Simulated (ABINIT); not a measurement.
# A GW chain in ABINIT: CsPbCl3 (Pm-3m)

Aim: the G0W0 gap of CsPbCl3 (Pm-3m) on PBEsol, step by step.

Program: ABINIT 10.8.3. Level of theory: PBEsol and many-body steps on it, plane waves. Results are calculated unless marked as measured.

**1. The structure**

It takes space group Pm-3m (No. 221, cubic). The conventional cell has a = 5.605 Å, b = 5.605 Å, c = 5.605 Å, α = 90.00°, β = 90.00°, γ = 90.00°. Nearest to Cs lie 12 Cl at 3.96 Å. Nearest to Pb lie 6 Cl at 2.80 Å. Nearest to Cl lie 2 Pb at 2.80 Å and 4 Cs at 3.96 Å. Farther neighbours and most contacts between anions are not listed.

The cell and positions come from the Crystallography Open Database and are kept as given unless a step says otherwise. Spin-orbit coupling is left out unless a step names it.

**2. Ground state**

This step: ABINIT 10.8.3; DFT, PBEsol, plane waves, norm-conserving pseudopotentials.

The ground-state density comes first.

run.abi

```
acell 3*1.0 Angstrom
rprim 
  5.605000000000 0.000000000000 0.000000000000
  0.000000000000 5.605000000000 0.000000000000
  0.000000000000 0.000000000000 5.605000000000
ntypat 3
znucl 55 82 17
natom 5
typat 1 2 3 3 3
xred 
  0.000000000000 0.000000000000 0.000000000000
  0.500000000000 0.500000000000 0.500000000000
  0.500000000000 0.500000000000 0.000000000000
  0.000000000000 0.500000000000 0.500000000000
  0.500000000000 0.000000000000 0.500000000000
pp_dirpath "pseudos"
pseudos "Cs.upf, Pb.upf, Cl.upf"
ecut 32
ngkpt 4 4 4
nshiftk 1
shiftk 0 0 0
kptopt 1
chksymbreak 0
nband 32
occopt 1
tolvrs 1e-10
nstep 60
prtwf 0
optforces 0
optstress 0
indata_prefix "in"
outdata_prefix "out"
tmpdata_prefix "tmp"
```

On the command line:

```
OMP_NUM_THREADS=1 mpirun -n 8 abinit run.abi > log
```

Numbers of over 12 decimals in the logs are rounded to 6 here.

The program printed:

```text
.Version 10.8.3 of ABINIT. v10.8.2 released Aug 2026.

 Symmetries : space group Pm -3 m (#221); Bravais cP (primitive cubic)
================================================================================
 Values of the parameters that define the memory need of the present run
     intxc =       0    ionmov =       0      iscf =       7    lmnmax =       8
     lnmax =       8     mgfft =      54  mpssoang =       4    mqgrid =    3001
     natom =       5  nloc_mem =       1    nspden =       1   nspinor =       1
    nsppol =       1      nsym =      48    n1xccc =    2501    ntypat =       3
    occopt =       1   xclevel =       2
-    mband =          32        mffmem =           1         mkmem =           2
       mpw =       10315          nfft =      157464          nkpt =          10
================================================================================
  Rough estimation (10% accuracy) of disk space for files :
================================================================================

--------------------------------------------------------------------------------
------------- Echo of variables that govern the present computation ------------
--------------------------------------------------------------------------------
 -outvars: echo values of preprocessed input variables --------
            acell      1.8897261259E+00  1.8897261259E+00  1.8897261259E+00 Bohr

      chksymbreak           0
             ecut      3.20000000E+01 Hartree
-          fftalg         312

              ixc     -116133
              kpt      0.00000000E+00  0.00000000E+00  0.00000000E+00
                       2.50000000E-01  0.00000000E+00  0.00000000E+00
                       5.00000000E-01  0.00000000E+00  0.00000000E+00
                       2.50000000E-01  2.50000000E-01  0.00000000E+00
                       5.00000000E-01  2.50000000E-01  0.00000000E+00
                       5.00000000E-01  5.00000000E-01  0.00000000E+00
                       2.50000000E-01  2.50000000E-01  2.50000000E-01
                       5.00000000E-01  2.50000000E-01  2.50000000E-01
                       5.00000000E-01  5.00000000E-01  2.50000000E-01
                       5.00000000E-01  5.00000000E-01  5.00000000E-01
         kptrlatt        4    0    0      0    4    0      0    0    4
          kptrlen      4.23676597E+01
P           mkmem           2
            natom           5
            nband          32
            ngfft          54      54      54
             nkpt          10
            nstep          60
             nsym          48
           ntypat           3
              occ      2.000000  2.000000  2.000000  2.000000  2.000000  2.000000
                       2.000000  2.000000  2.000000  2.000000  2.000000  2.000000
                       2.000000  2.000000  2.000000  2.000000  2.000000  2.000000
                       2.000000  2.000000  2.000000  2.000000  2.000000  2.000000
                       2.000000  2.000000  0.000000  0.000000  0.000000  0.000000
                       0.000000  0.000000
        optforces           0
        optstress           0
            prtwf           0
            rprim      5.6050000000E+00  0.0000000000E+00  0.0000000000E+00
                       0.0000000000E+00  5.6050000000E+00  0.0000000000E+00
[...]
spgroup         221

           tolvrs      1.00000000E-10

             xred      0.0000000000E+00  0.0000000000E+00  0.0000000000E+00
[...]
znucl       55.00000   82.00000   17.00000

================================================================================

 chkinp: Checking input parameters for consistency.

================================================================================
== DATASET  1 ==================================================================
-   mpi_nproc: 8, omp_nthreads: 1 (-1 if OMP is not activated)
-    --> not optimal distribution: autoparal keyword recommended in input file <--

--- !DatasetInfo
iteration_state: {dtset: 1, }
dimensions: {natom: 5, nkpt: 10, mband: 32, nsppol: 1, nspinor: 1, nspden: 1, mpw: 10315, }
cutoff_energies: {ecut:  32.0, pawecutdg:  -1.0, }
electrons: {nelect:   5.20000000E+01, charge:   0.00000000E+00, occopt:   1.00000000E+00, tsmear:   1.00000000E-02, }

 Real(R)+Recip(G) space primitive vectors, cartesian coordinates (Bohr,Bohr^-1):
 R(1)= 10.5919149  0.0000000  0.0000000  G(1)=  0.0944116  0.0000000  0.0000000
 R(2)=  0.0000000 10.5919149  0.0000000  G(2)=  0.0000000  0.0944116  0.0000000
 R(3)=  0.0000000  0.0000000 10.5919149  G(3)=  0.0000000  0.0000000  0.0944116
 Unit cell volume ucvol=  1.1882928E+03 bohr^3
 Angles (23,13,12)=  9.00000000E+01  9.00000000E+01  9.00000000E+01 degrees

 getcut: wavevector=  0.0000  0.0000  0.0000  ngfft=  54  54  54
         ecut(hartree)=     32.000   => boxcut(ratio)=   2.00207

--- Pseudopotential description ------------------------------------------------
- Cs Generated using ONCVPSP code by D. R. Hamann
- 55.00000   9.00000  180301                  znucl, zion, pspdat
12 -116133 3 -1 2384                          pspcod,pspxc,lmax,lloc,mmax
     nproj     2     2     2     2
  pspatm : epsatm=   22.12462466
         --- l  ekb(1:nproj) -->
[...]
pspatm: atomic psp has been read  and splines computed

- Pb Generated using ONCVPSP code by D. R. Hamann
- 82.00000  22.00000  180301                  znucl, zion, pspdat
12 -116133 2 -1 1678                          pspcod,pspxc,lmax,lloc,mmax
     nproj     2     2     2     0
  pspatm : epsatm=   27.24616311
         --- l  ekb(1:nproj) -->
[...]
pspatm: atomic psp has been read  and splines computed

- Cl Generated using ONCVPSP code by D. R. Hamann
- 17.00000   7.00000  180301                  znucl, zion, pspdat
12 -116133 2 -1 1028                          pspcod,pspxc,lmax,lloc,mmax
     nproj     2     2     2     0
  pspatm : epsatm=    8.95520293
         --- l  ekb(1:nproj) -->
[...]
pspatm: atomic psp has been read  and splines computed

   3.96429262E+03                                ecore*ucvol(ha*bohr**3)
--------------------------------------------------------------------------------

_setup2: Arith. and geom. avg. npw (full set) are   10275.234   10275.182

================================================================================

--- !BeginCycle
iteration_state: {dtset: 1, }
solver: {iscf: 7, nstep: 60, nline: 4, wfoptalg: 0, }
tolerances: {tolvrs: 1.00E-10, }

     iter   Etot(hartree)      deltaE(h)  residm     vres2
 ETOT  1  -281.75587245579    -2.818E+02 3.322E-01 2.088E+02
 ETOT  2  -282.29690368568    -5.410E-01 7.655E-03 1.952E+01
 ETOT  3  -282.30069723236    -3.794E-03 4.966E-03 4.881E+00
 ETOT  4  -282.30093733974    -2.401E-04 1.125E-03 5.364E-01
 ETOT  5  -282.30096531420    -2.797E-05 7.042E-04 6.774E-02
 ETOT  6  -282.30096753560    -2.221E-06 9.488E-05 1.016E-02
 ETOT  7  -282.30096822456    -6.890E-07 4.124E-05 2.209E-03
 ETOT  8  -282.30096831722    -9.267E-08 3.872E-05 2.191E-04
 ETOT  9  -282.30096832657    -9.351E-09 1.818E-05 5.551E-06
 ETOT 10  -282.30096832691    -3.341E-10 2.188E-05 1.198E-07
 ETOT 11  -282.30096832689     1.484E-11 1.247E-05 2.493E-09
 ETOT 12  -282.30096832691    -1.228E-11 1.563E-05 4.829E-10
 ETOT 13  -282.30096832689     1.467E-11 8.806E-06 2.191E-11

 At SCF step   13       vres2   =  2.19E-11 < tolvrs=  1.00E-10 =>converged.

--- !ResultsGS
iteration_state: {dtset: 1, }
comment   : Summary of ground state results
lattice_vectors:
- [ 10.5919149,   0.0000000,   0.0000000, ]
- [  0.0000000,  10.5919149,   0.0000000, ]
- [  0.0000000,   0.0000000,  10.5919149, ]
lattice_lengths: [  10.59191,   10.59191,   10.59191, ]
lattice_angles: [ 90.000,  90.000,  90.000, ] # degrees, (23, 13, 12)
lattice_volume:   1.1882928E+03
convergence: {deltae:  1.467E-11, res2:  2.191E-11, residm:  8.806E-06, diffor:  0.000E+00, }
etotal    :  -2.82300968E+02
entropy   :   0.00000000E+00
fermie    :   9.98791681E-02
cartesian_stress_tensor: null
pressure_GPa: null
xred      :
- [  0.0000E+00,   0.0000E+00,   0.0000E+00, Cs]
- [  5.0000E-01,   5.0000E-01,   5.0000E-01, Pb]
- [  5.0000E-01,   5.0000E-01,   0.0000E+00, Cl]
- [  0.0000E+00,   5.0000E-01,   5.0000E-01, Cl]
- [  5.0000E-01,   0.0000E+00,   5.0000E-01, Cl]
cartesian_forces: null
force_length_stats: {min: null, max: null, mean: null, }

 Integrated electronic density in atomic spheres:
 ------------------------------------------------
 Atom  Sphere_radius  Integrated_density
[...]
================================================================================

 ----iterations are completed or convergence reached----

 Mean square residual over all n,k,spin=   56.445E-09; max=  88.059E-07
 reduced coordinates (array xred) for    5 atoms
       0.000000000000      0.000000000000      0.000000000000
       0.500000000000      0.500000000000      0.500000000000
       0.500000000000      0.500000000000      0.000000000000
       0.000000000000      0.500000000000      0.500000000000
       0.500000000000      0.000000000000      0.500000000000
 rms dE/dt=  0.0000E+00; max dE/dt=  0.0000E+00; dE/dt below (all hartree)
    1       0.000000000000      0.000000000000      0.000000000000
    2       0.000000000000      0.000000000000      0.000000000000
    3       0.000000000000      0.000000000000      0.000000000000
    4       0.000000000000      0.000000000000      0.000000000000
    5       0.000000000000      0.000000000000      0.000000000000

 cartesian coordinates (angstrom) at end:
    1      0.000000     0.000000     0.000000
    2      2.802500     2.802500     2.802500
    3      2.802500     2.802500     0.000000
    4      0.000000     2.802500     2.802500
    5      2.802500     0.000000     2.802500
 length scales=  1.889726125908  1.889726125908  1.889726125908 bohr
              =  1.000000000000  1.000000000000  1.000000000000 angstroms
 prteigrs : about to open file out_EIG
 Fermi (or HOMO) energy (hartree) =   0.09988   Average Vxc (hartree)=  -0.30000
 Eigenvalues (hartree) for nkpt=  10  k points:
 kpt#   1, nband= 32, wtk=  0.01563, kpt=  0.0000  0.0000  0.0000 (reduced coord)
  -5.02656   -2.88240   -2.88240   -2.88240   -0.68474   -0.51774   -0.51774   -0.50853
  -0.50853   -0.50853   -0.45676   -0.42387   -0.42387   -0.19876   -0.19876   -0.19876
  -0.14606   -0.07351   -0.07351   -0.07351    0.00308    0.00308    0.00308    0.00704
   0.00704    0.00704    0.21783    0.25443    0.25443    0.28712    0.28712    0.28712
 prteigrs : prtvol=0 or 1, do not print more k-points.

--- !EnergyTerms
iteration_state     : {dtset: 1, }
comment             : Components of total free energy in Hartree
kinetic             :  8.07559648699163E+01
hartree             :  1.00398603835807E+02
xc                  : -5.38761915623029E+01
Ewald energy        : -1.33017418738071E+02
psp_core            :  3.33612451348275E+00
local_psp           : -3.03628946249310E+02
non_local_psp       :  2.37308950035864E+01
total_energy        : -2.82300968326891E+02
total_energy_eV     : -7.68180068675747E+03
band_energy         : -3.81871275579971E+01

== END DATASET(S) ==============================================================
================================================================================

 -outvars: echo values of variables after computation  --------
           etotal     -2.8230096833E+02
            nband          32
             nkpt          10
          spgroup         221
 [... the other variables as echoed above ...]

 Calculation completed.
```

It took 35 s on 8 MPI ranks of Arm Neoverse V2, shared host; peak memory 0.79 GiB; 4.6 min of CPU time.

This step gave:

- total energy: -7681.8007 eV
- gap: 1.798 eV
- k of the valence top: 0.5, 0.5, 0.5
- k of the conduction bottom: 0.5, 0.5, 0.5
- least direct gap: 1.798 eV

The gap is direct, at (0.500, 0.500, 0.500).

(Part 1 of 3 ends here.)

[Paths, hosts, dates, memory and timing lines, banners, echoed tables and standing remarks are left out of the program output.]

[Logs are printed without paths, hosts, clocks, repeated set-up lines and the standing remarks that a program may print on its own settings, such as how far it seeks lower states.]

[Runs of the session that timed out or met a known fault of the program may be left out.]

[Hosts, paths, dates, database ids (printed as entryN), source tags and the programs' standing remarks are cut or masked in the printed files.]

[G0W0 gaps are taken among the corrected bands and points alone; a level outside them can change the order at an edge.]

[Where Ansatz stands beside ABINIT at settings called matched, ABINIT's density can come from a denser mesh and the files from another edition; pairs whose starting gaps differed by over 0.03 eV were left out, so agreement reads better than it is.]
